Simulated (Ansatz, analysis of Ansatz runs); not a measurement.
**S on a Se site in ZnSe: local vibrational mode, HSE06**

How near does this set-up come to the measured local vibrational mode? Subject: S on a Se site in ZnSe. Set-up: HSE06, 32-site cell, PBE lattice, 420 eV, k: the zone centre alone. The model is a cell of 32 host atoms with 1 Se taken out and 1 S put in. The frequencies come from force constants among the defect atom and its neighbours, with the masses of the isotopes named. Exact exchange opens the gap, stiffens bonds and lessens the self-interaction error, at many times the cost.

What was measured. Threefold local mode of S: 297 cm⁻¹, by Infrared reflectivity with Kramers-Kronig analysis (ZnSe with ~1% S) (“Optical Studies of Lattice Vibration in II-VI Semiconducting Compounds”, 1968, M. Balkanski). The calculation is set beside it at the end.

Method: plane-wave PAW DFT, HSE06; relaxation of all atoms of a defect supercell, in Ansatz 0.2.0.

In doubt: a hybrid run on one k-point (step 2), which bears on gaps, levels and energies.

### Step 1. Starting point

The cell holds 32 atoms: 16 Zn, 15 Se and 1 S. Its edges and angles: a = 9.928 Å, b = 9.928 Å, c = 9.928 Å, α = 109.5°, β = 109.5°, γ = 109.5°. It derives from ZnSe (space group F-43m). Nearest the centre at fractional (0.500, 0.750, 0.500): S28 at 0.00 Å, Zn7 at 2.48 Å, Zn16 at 2.48 Å, Zn12 at 2.48 Å, Zn9 at 2.48 Å, Se22 at 4.05 Å, Se19 at 4.05 Å, Se23 at 4.05 Å.

The host's primitive cell comes from a first run (plane-wave PAW DFT, PBE; relaxation of the host's cell and atoms): vectors of 4.053, 4.053 and 4.053 Å. That is 23.54 Å³ an atom, 3.4 % over the diffraction cell's volume. The supercell is built on it.

### Step 2. Relaxation, charge 0

Every later number rests on the structure around the defect, so the atoms are relaxed at the host's lattice first.

relax/input.yaml

```yaml
relax:
  f_tol: 0.01
  max_steps: 80
  escape_saddle: false
crystal:
  lattice:
    - [-5.73182924, 5.73182924, -5.73182924]
    - [5.73182924, 5.73182924, 5.73182924]
    - [5.73182924, -5.73182924, -5.73182924]
  atoms:
    - { symbol: Zn, position: [0.0, 0.0, 0.0] }
    - { symbol: Zn, position: [0.0, 0.25, 0.75] }
    - { symbol: Zn, position: [0.0, 0.5, 0.5] }
    - { symbol: Zn, position: [0.0, 0.75, 0.25] }
    - { symbol: Zn, position: [0.25, 0.0, 0.75] }
    - { symbol: Zn, position: [0.25, 0.25, 0.5] }
    - { symbol: Zn, position: [0.25, 0.5, 0.25] }
    - { symbol: Zn, position: [0.25, 0.75, 0.0] }
    - { symbol: Zn, position: [0.5, 0.0, 0.5] }
    - { symbol: Zn, position: [0.5, 0.25, 0.25] }
    - { symbol: Zn, position: [0.5, 0.5, 0.0] }
    - { symbol: Zn, position: [0.5, 0.75, 0.75] }
    - { symbol: Zn, position: [0.75, 0.0, 0.25] }
    - { symbol: Zn, position: [0.75, 0.25, 0.0] }
    - { symbol: Zn, position: [0.75, 0.5, 0.75] }
    - { symbol: Zn, position: [0.75, 0.75, 0.5] }
    - { symbol: Se, position: [0.0, 0.0, 0.75] }
    - { symbol: Se, position: [0.0, 0.25, 0.5] }
    - { symbol: Se, position: [0.0, 0.5, 0.25] }
    - { symbol: Se, position: [0.0, 0.75, 0.0] }
    - { symbol: Se, position: [0.25, 0.0, 0.5] }
    - { symbol: Se, position: [0.25, 0.25, 0.25] }
    - { symbol: Se, position: [0.25, 0.5, 0.0] }
    - { symbol: Se, position: [0.25, 0.75, 0.75] }
    - { symbol: Se, position: [0.5, 0.0, 0.25] }
    - { symbol: Se, position: [0.5, 0.25, 0.0] }
    - { symbol: Se, position: [0.5, 0.5, 0.75] }
    - { symbol: S, position: [0.5, 0.75, 0.5] }
    - { symbol: Se, position: [0.75, 0.0, 0.0] }
    - { symbol: Se, position: [0.75, 0.25, 0.75] }
    - { symbol: Se, position: [0.75, 0.5, 0.5] }
    - { symbol: Se, position: [0.75, 0.75, 0.25] }
basis:
  ecutwfc: 420
  xc_grid: 2
hamiltonian:
  xc: hse06
kpoints:
  mp_grid: { grid: [1, 1, 1] }
scf:
  occupations: { method: fermi_dirac, width: 0.01 }
  max_iter: 120
output:
  forces: true
checkpoint:
  write: "../relax.run"
  compress: false
  write_wavefunctions: true
  write_every: 100000
```

Started as:

```console
$ ansatz run input.yaml --threads 4 --pin off --max-ram 7536MiB --backend cpu --events-out ev --progress --plain --runs-dir out
```

Numbers of over 12 decimals in the logs are rounded to 6 here.

Log:

```text
[... repeated set-up lines and file paths are left out, and long positions are rounded to six places ...]
exact exchange: scf.exx.singularity resolves to wigner_seitz, which cuts the screened interaction at the faces of the exchange supercell's Wigner-Seitz cell, so that each pair interacts once, at the shortest of its separations (the periodic images that this [...]
Engine: ansatz 0.2.0, aarch64-unknown-linux-gnu
Pseudopotentials: kind: paw
Pseudopotential: Zn, paw, valence charge 12, recommended cutoff 420 eV (normal), Zn.paw.azcp
Pseudopotential: Se, paw, valence charge 16, recommended cutoff 420 eV (normal), Se.paw.azcp
Pseudopotential: S, paw, valence charge 6, recommended cutoff 420 eV (normal), S.paw.azcp
Functional definition: HSE06
  parameter a = 0.25
  parameter omega = 0.11/bohr
  exchange = pbe_x - a*pbe_x_sr(omega) + a*exact_x_sr(omega)
  correlation = pbe_c
Crystal: 32 atoms, lattice volume = 753.251 Å³
Basis set: ecut = 420 eV, 14771 PW (Γ), exchange–correlation on 144×144×144 points (8 copies of the dense FFT grid, shifted against one another)
Bands: 263, of which v1, the nominal top of the filled ones, is band 219 counted from 1 (218 counted from 0)
Symmetry: 24 space group operations
Space group: I-43m (ITA 217), of the structure as read, at distance tolerance 9.1e-5 Å
k-points: 1
Non-local potential: Zn, projectors of the file, l = 0: 2, l = 1: 2, l = 2: 3, l = 3: 1
Non-local potential: Se, projectors of the file, l = 0: 2, l = 1: 2, l = 2: 3, l = 3: 1
Non-local potential: S, projectors of the file, l = 0: 2, l = 1: 2, l = 2: 2
PAW form: soft (Blöchl's): semilocal exchange-correlation on the pseudo side does not see the compensation charge
PAW frozen core: Zn, regenerated for the run's functional, and the local potential with it (the file was generated under x = pbe(κ = 0.804, μ = 0.219515), c = pbe(β = 0.066725))
PAW frozen core: Se, regenerated for the run's functional, and the local potential with it (the file was generated under x = pbe(κ = 0.804, μ = 0.219515), c = pbe(β = 0.066725))
PAW frozen core: S, regenerated for the run's functional, and the local potential with it (the file was generated under x = pbe(κ = 0.804, μ = 0.219515), c = pbe(β = 0.066725))
PAW one-centre angular grid: Zn, 590 points (default); XC on 64 Gauss nodes
PAW one-centre angular grid: Se, 590 points (default); XC on 64 Gauss nodes
PAW one-centre angular grid: S, 110 points (default); XC on 64 Gauss nodes
Initial density: superposition of atomic densities (neutral atoms: chi_scale 0, normalization atom), corrected by the library's trained network
Initial wavefunctions: pseudopotential atomic-orbital guess
Functional: x = pbe(κ = 0.804, μ = 0.219515), c = pbe(β = 0.066725), warm-up for x = pbe(κ = 0.804, μ = 0.219515) + 0.25 (exact − pbe) at short range (hse, ω = 0.207870 Å⁻¹), c = pbe(β = 0.066725); [...]
SCF iter   1: F=—  HF=-136063.705180 eV  |F-HF|=—  |Δ(HF+E_count)|=         —  Δρ=2.33e-3  dr2=2.96e-2  ethr=1.77e-3  ⟨swp⟩=15.0  Hψ=1206  notcnv=0
preconditioner: auto → none  [insulator: Δε(μ)=1.166 eV  Ē_g=10.847 eV  σ=0.010 eV  W_gap=1.00  n_scr=200 (ndim 8)  ℏωp=23.0 eV  f_vac=0.127  D(μ)=0.00/eV (n_scr^D=0)]
SCF iter   2: F=—  HF=-136063.701094 eV  |F-HF|=—  |Δ(HF+E_count)|=   4.09e-3  Δρ=9.00e-4  dr2=4.96e-3  ethr=6.75e-6  ⟨swp⟩=8.0  Hψ=917  notcnv=0
SCF iter   3: F=—  HF=-136063.699745 eV  |F-HF|=—  |Δ(HF+E_count)|=   1.35e-3  Δρ=4.38e-4  dr2=9.47e-4  ethr=1.13e-6  ⟨swp⟩=6.0  Hψ=809  notcnv=0
SCF iter   4: F=—  HF=-136063.699726 eV  |F-HF|=—  |Δ(HF+E_count)|=   1.86e-5  Δρ=1.81e-4  dr2=1.86e-4  ethr=2.16e-7  ⟨swp⟩=3.0  Hψ=555  notcnv=0
iter 5 solved again at ethr=4.17e-9 eV; its pass at ethr=4.24e-8 eV (dr2=1.83e-5 eV) is discarded
SCF iter   5: F=—  HF=-136063.699809 eV  |F-HF|=—  |Δ(HF+E_count)|=   8.28e-5  Δρ=3.74e-5  dr2=1.74e-5  ethr=4.17e-9  ⟨swp⟩=4.0  Hψ=1111  notcnv=0
SCF iter   6: F=—  HF=-136063.699812 eV  |F-HF|=—  |Δ(HF+E_count)|=   2.71e-6  Δρ=9.20e-6  dr2=2.10e-6  ethr=3.97e-9  ⟨swp⟩=3.0  Hψ=540  notcnv=0
SCF iter   7: F=—  HF=-136063.699812 eV  |F-HF|=—  |Δ(HF+E_count)|=   1.02e-8  Δρ=5.30e-6  dr2=1.83e-7  ethr=4.79e-10  ⟨swp⟩=4.0  Hψ=647  notcnv=0
SCF iter   8: F=-136063.699812 eV  HF=-136063.699812 eV  |F-HF|=2.21e-8  |Δ(HF+E_count)|=   4.76e-8  Δρ=2.44e-6  dr2=3.05e-8  ethr=4.17e-11  ⟨swp⟩=4.0  Hψ=576  notcnv=0
SCF 1 converged in 8 iterations: F = -136063.699812 eV  dr2 = 3.05e-8
  greatest PAW one-centre occupation: 1.000 electrons in one spin orbital (limit 2), on the Se atom at site 17 (counted from 0), in its partial waves of l = 2
Initial density: handed on by an earlier stage of this run
Initial wavefunctions: those handed on with the density
Functional: x = pbe(κ = 0.804, μ = 0.219515) + 0.25 (exact − pbe) at short range (hse, ω = 0.207870 Å⁻¹), c = pbe(β = 0.066725); HSE06 as pw.x's `hse` composes it (authors' and Libxc's form: `xc: wpbeh`)
Exchange kernel: α = 0.2500, screened, ω = 0.2079 Å⁻¹, Wigner–Seitz truncation, v(0) = 869.9606 eV·Å³, q-mesh 1×1×1, nearest image of the exchange supercell L = 9.93 Å, pair-density grid 40×40×40, without the augmentation charges, whose exchange is taken in [...]
Frozen-core exchange: fock
iter 1 solved again at ethr=2.48e-4 eV; its pass at ethr=1.00e-1 eV (dr2=1.08e0 eV) is discarded
SCF iter   1: F=—  HF=-136089.719490 eV  |F-HF|=—  |Δ(HF+E_count)|=         —  Δρ=1.96e-2  dr2=1.48e0  ethr=2.48e-4  ⟨swp⟩=4.0  Hψ=1314  notcnv=0
SCF iter   2: F=—  HF=-136089.241291 eV  |F-HF|=—  |Δ(HF+E_count)|=   4.78e-1  Δρ=2.71e-3  dr2=8.24e-2  ethr=2.48e-4  ⟨swp⟩=4.0  Hψ=779  notcnv=0
SCF iter   3: F=—  HF=-136089.323968 eV  |F-HF|=—  |Δ(HF+E_count)|=   8.27e-2  Δρ=4.26e-3  dr2=6.23e-2  ethr=1.47e-5  ⟨swp⟩=5.0  Hψ=816  notcnv=0
SCF iter   4: F=—  HF=-136089.317786 eV  |F-HF|=—  |Δ(HF+E_count)|=   6.18e-3  Δρ=1.95e-3  dr2=1.78e-2  ethr=1.28e-5  ⟨swp⟩=2.0  Hψ=525  notcnv=0
SCF iter   5: F=—  HF=-136089.318216 eV  |F-HF|=—  |Δ(HF+E_count)|=   4.29e-4  Δρ=5.30e-4  dr2=2.22e-3  ethr=2.68e-6  ⟨swp⟩=4.0  Hψ=670  notcnv=0
SCF iter   6: F=—  HF=-136089.332576 eV  |F-HF|=—  |Δ(HF+E_count)|=   1.44e-2  Δρ=5.29e-4  dr2=1.02e-3  ethr=3.19e-7  ⟨swp⟩=6.0  Hψ=807  notcnv=0
SCF iter   7: F=-136089.331770 eV  HF=-136089.331786 eV  |F-HF|=1.53e-5  |Δ(HF+E_count)|=   7.90e-4  Δρ=5.58e-5  dr2=2.55e-5  ethr=2.29e-7  ⟨swp⟩=4.0  Hψ=648  notcnv=0
SCF 2 stopped early in 7 iterations: F = -136089.331770 eV  dr2 = 2.55e-5
  Residual-converged pass: ⟨swp⟩=5.0  Hψ=889  notcnv=0  max |occ|·‖R‖ = 3.8e-6 eV (tolerance 6.7e-6 eV)  dr2=2.55e-5  dr2_onsite=1.14e-5  max |Δocc| = 0.0e0
hybrid outer 1: dexx = +1.952e-1 eV, tail = 7.89e-4 eV
[...]
Residual-converged pass: ⟨swp⟩=4.0  Hψ=803  notcnv=0  max |occ|·‖R‖ = 4.8e-6 eV (tolerance 6.7e-6 eV)  dr2=8.91e-6  dr2_onsite=5.47e-7  max |Δocc| = 0.0e0
hybrid outer 1: dexx = +8.221e-3 eV, tail = 1.53e-4 eV
SCF iter   1: F=—  HF=-136089.423338 eV  |F-HF|=—  |Δ(HF+E_count)|=         —  Δρ=1.88e-5  dr2=4.54e-6  ethr=1.75e-7  ⟨swp⟩=15.0  Hψ=621  notcnv=0
SCF iter   2: F=—  HF=-136089.423338 eV  |F-HF|=—  |Δ(HF+E_count)|=   8.59e-7  Δρ=9.38e-6  dr2=8.67e-7  ethr=8.35e-10  ⟨swp⟩=4.0  Hψ=651  notcnv=0
SCF iter   3: F=—  HF=-136089.423340 eV  |F-HF|=—  |Δ(HF+E_count)|=   2.76e-6  Δρ=6.97e-6  dr2=3.16e-7  ethr=1.07e-10  ⟨swp⟩=5.0  Hψ=816  notcnv=0
SCF iter   4: F=—  HF=-136089.423340 eV  |F-HF|=—  |Δ(HF+E_count)|=   1.59e-7  Δρ=1.41e-6  dr2=1.73e-8  ethr=6.58e-11  ⟨swp⟩=4.0  Hψ=689  notcnv=0
SCF iter   5: F=—  HF=-136089.423340 eV  |F-HF|=—  |Δ(HF+E_count)|=   3.55e-8  Δρ=5.68e-7  dr2=2.46e-9  ethr=2.80e-12  ⟨swp⟩=6.0  Hψ=704  notcnv=0
SCF iter   6: F=-136089.423340 eV  HF=-136089.423340 eV  |F-HF|=0.00e0  |Δ(HF+E_count)|=   1.16e-9  Δρ=1.79e-7  dr2=3.42e-10  ethr=4.78e-12 (applied; sched 1.00e-12)  ⟨swp⟩=2.0  Hψ=482  notcnv=0
SCF 11 converged in 6 iterations: F = -136089.423340 eV  dr2 = 3.42e-10
  Residual-converged pass: ⟨swp⟩=3.0  Hψ=673  notcnv=0  max |occ|·‖R‖ = 4.5e-7 eV (tolerance 5.8e-7 eV)  dr2=3.48e-10  dr2_onsite=1.14e-10  max |Δocc| = 0.0e0
hybrid outer 2: dexx = +2.981e-6 eV, tail = 2.13e-7 eV, Δε = 1.30e-3 eV (about 6.85e-5 eV left of the loop's levels), ΔF = 2.96e-2 eV/Å (tail 1.36e-2)
SCF iter   1: F=—  HF=-136089.423340 eV  |F-HF|=—  |Δ(HF+E_count)|=         —  Δρ=9.23e-7  dr2=8.56e-9  ethr=2.44e-10  ⟨swp⟩=20.0  Hψ=772  notcnv=2
SCF iter   2: F=-136089.423340 eV  HF=-136089.423340 eV  |F-HF|=1.02e-9  |Δ(HF+E_count)|=   1.48e-9  Δρ=3.45e-7  dr2=1.10e-9  ethr=2.65e-12 (applied; sched 1.40e-12)  ⟨swp⟩=4.0  Hψ=562  notcnv=0
SCF 12 converged in 2 iterations: F = -136089.423340 eV  dr2 = 1.10e-9
  Residual-converged pass: ⟨swp⟩=3.0  Hψ=637  notcnv=0  max |occ|·‖R‖ = 5.3e-7 eV (tolerance 8.0e-7 eV)  dr2=1.15e-9  dr2_onsite=4.51e-10  max |Δocc| = 0.0e0
hybrid outer 3: dexx = +1.204e-9 eV, tail = 3.13e-9 eV, Δε = 1.23e-5 eV (about 3.67e-6 eV left of the loop's levels), ΔF = 1.42e-3 eV/Å (tail 9.02e-4)
relax step   4: F+E_penalty+E_count = -136089.42334006 eV  Δ(F+E_penalty+E_count) = -2.364e-4 eV  max|allowed force component| = 2.170e-3 eV/Å  Δτ_max = 0.0030 Å  (13 SCF iters, accepted)
hybrid SCF converged: 3 outer / 13 inner (+0 warm-up), last move |dexx| = 1.20e-9 eV, tail = 3.13e-9 eV
Stability not checked: this state was not tested for a lower state beside it, because the functional holds exact exchange (a hybrid, or Hartree-Fock), whose exchange loop this test does not read (fock_operator; see scf.lower_state_search)
Free energy (F): -136089.423340 eV
Harris-Foulkes:  -136089.423340 eV  (|F-HF|=1.02e-9)
Internal energy: -136089.423340 eV  (E = F + TS)
E sigma→0 (E₀):  -136089.423340 eV
Fermi energy:    6.715083 eV
--- Per-component energies (eV) ---
  E_band       = -7031.743241
  E_kinetic    = 3963.083082
  E_local      = -69437.194930  (includes V_loc(G=0)·N_el)
  E_nonlocal   = 990.284908
  E_hartree    = 32125.991218
  E_xc         = -3064.485540
  E_vxc        = -1903.321153  (∫ρ·V_xc dr)
  E_exx        = -1704.949090  (= α·E_x^exact, valence–valence)
  E_paw        = -57662.698776  (= ΣΔE_a)
  E_vpaw       = -1486.664185  (= ΣTr[D̂ρ^β])
  E_aug_tail   = -0.014479  (compensation charges beyond the density's cutoff)
  E_ewald      = -41293.532368
  E_core_change = -5.907377  (= ΣΔE_core)
  E_smearing   = -0.000000  (= −TS)
  E_closure    = 0.000010  (closes the sum)
  Σ components = -136089.423340   (vs F -136089.423340, Δ=2.91e-11)
--- Forces (eV/Å), atoms counted from 1 ---
  atom   1  Zn    -0.00063918    -0.00063918     0.00041625
  atom   2  Zn    -0.00063918    -0.00041625     0.00063918
  atom   3  Zn    -0.00063918     0.00041625    -0.00063918
  atom   4  Zn    -0.00063918     0.00063918    -0.00041625
  atom   5  Zn    -0.00041625     0.00063918    -0.00063918
  atom   6  Zn     0.00063918     0.00041625     0.00063918
  atom   7  Zn    -0.00063330    -0.00063330     0.00063330
  atom   8  Zn     0.00063918    -0.00063918    -0.00041625
  atom   9  Zn     0.00063330     0.00063330     0.00063330
  atom  10  Zn     0.00041625     0.00063918     0.00063918
  atom  11  Zn     0.00041625    -0.00063918    -0.00063918
  atom  12  Zn     0.00063330    -0.00063330    -0.00063330
  atom  13  Zn     0.00063918    -0.00041625    -0.00063918
  atom  14  Zn    -0.00041625    -0.00063918     0.00063918
  atom  15  Zn     0.00063918     0.00063918     0.00041625
  atom  16  Zn    -0.00063330     0.00063330    -0.00063330
  atom  17  Se    -0.00217046     0.00137268    -0.00137268
  atom  18  Se    -0.00000000     0.00000000     0.00000000
  atom  19  Se    -0.00217046    -0.00137268     0.00137268
  atom  20  Se    -0.00000000     0.00000000     0.00000000
  atom  21  Se     0.00137268     0.00217046     0.00137268
  atom  22  Se    -0.00137268    -0.00137268     0.00217046
  atom  23  Se    -0.00137268    -0.00217046     0.00137268
  atom  24  Se     0.00137268    -0.00137268    -0.00217046
  atom  25  Se     0.00217046     0.00137268     0.00137268
  atom  26  Se    -0.00000000     0.00000000    -0.00000000
  atom  27  Se     0.00217046    -0.00137268    -0.00137268
  atom  28  S      0.00000000    -0.00000000     0.00000000
  atom  29  Se     0.00137268    -0.00217046    -0.00137268
  atom  30  Se     0.00137268     0.00137268     0.00217046
  atom  31  Se    -0.00137268     0.00217046    -0.00137268
  atom  32  Se    -0.00137268     0.00137268    -0.00217046
  max |Σ_I F_I| component: 1.73e-18 eV/Å
--- Band table (eV) ---
  k-point 0: bands = ["-44.6663", "-44.6663", "-44.6663", "-44.6662", [... 231 left out ...] "10.8455", "10.8455", "10.8455", "12.5358"]
  guard bands above this table: 24 of the run's 263 bands. The solve was not asked for them (output.publish_guard_bands: true or output.eigenvalues: true publishes all)
--- Relaxed structure (4 steps of the walk, 4 accepted, 0 SCFs on fresh bases) ---
  F+E_penalty+E_count = -136089.42334006 eV   max|allowed force component| = 2.170e-3 eV/Å
  atoms:
    - { symbol: Zn, position: [0.000548, 0.001234, 0.000548] }
    - { symbol: Zn, position: [0.000548, 0.250548, 0.751234] }
    - { symbol: Zn, position: [-0.000548, 0.500686, 0.500000] }
    - { symbol: Zn, position: [-0.000548, 0.750000, 0.250686] }
    - { symbol: Zn, position: [0.248766, -0.000686, 0.749314] }
    - { symbol: Zn, position: [0.250686, 0.249452, 0.5] }
    - { symbol: Zn, position: [0.258734, 0.508734, 0.258734] }
    - { symbol: Zn, position: [0.250686, 0.750000, -0.000548] }
    - { symbol: Zn, position: [0.5, -0.008734, 0.5] }
    - { symbol: Zn, position: [0.5, 0.249452, 0.250686] }
    - { symbol: Zn, position: [0.500000, 0.500686, -0.000548] }
    - { symbol: Zn, position: [0.5, 0.75, 0.741266] }
    - { symbol: Zn, position: [0.749314, -0.000686, 0.248766] }
    - { symbol: Zn, position: [0.751234, 0.250548, 0.000548] }
    - { symbol: Zn, position: [0.749314, 0.498766, 0.749314] }
    - { symbol: Zn, position: [0.741266, 0.75, 0.5] }
    - { symbol: Se, position: [-0.002595, -0.001409, 0.748591] }
    - { symbol: Se, position: [0.0, 0.25, 0.5] }
    - { symbol: Se, position: [0.002595, 0.501185, 0.251185] }
    - { symbol: Se, position: [0.0, 0.75, 0.0] }
    - { symbol: Se, position: [0.251409, -0.001185, 0.500000] }
    - { symbol: Se, position: [0.251185, 0.252595, 0.251185] }
    - { symbol: Se, position: [0.251185, 0.501185, 0.002595] }
    - { symbol: Se, position: [0.251409, 0.75, 0.748815] }
    - { symbol: Se, position: [0.500000, -0.001185, 0.251409] }
    - { symbol: Se, position: [0.5, 0.25, 0.0] }
    - { symbol: Se, position: [0.5, 0.501409, 0.748815] }
    - { symbol: S, position: [0.5, 0.75, 0.5] }
    - { symbol: Se, position: [0.748591, -0.001409, -0.002595] }
    - { symbol: Se, position: [0.748591, 0.247405, 0.748591] }
    - { symbol: Se, position: [0.748815, 0.501409, 0.5] }
    - { symbol: Se, position: [0.748815, 0.75, 0.251409] }
```

Wall time 4.5 min (4 threads of Arm Neoverse V2, shared host); peak memory 1.8 GiB; 17 min of CPU time.

(Continued in part 2 of 2.)

[Logs are printed without paths, hosts, clocks, repeated set-up lines and the standing remarks that a program may print on its own settings, such as how far it seeks lower states.]

[Hosts, paths, dates, database ids (printed as entryN), source tags and the programs' standing remarks are cut or masked in the printed files.]

[For some hosts the program warned that the k-mesh of the response run may be too coarse for force constants and the static dielectric constant; such warnings are not shown here.]
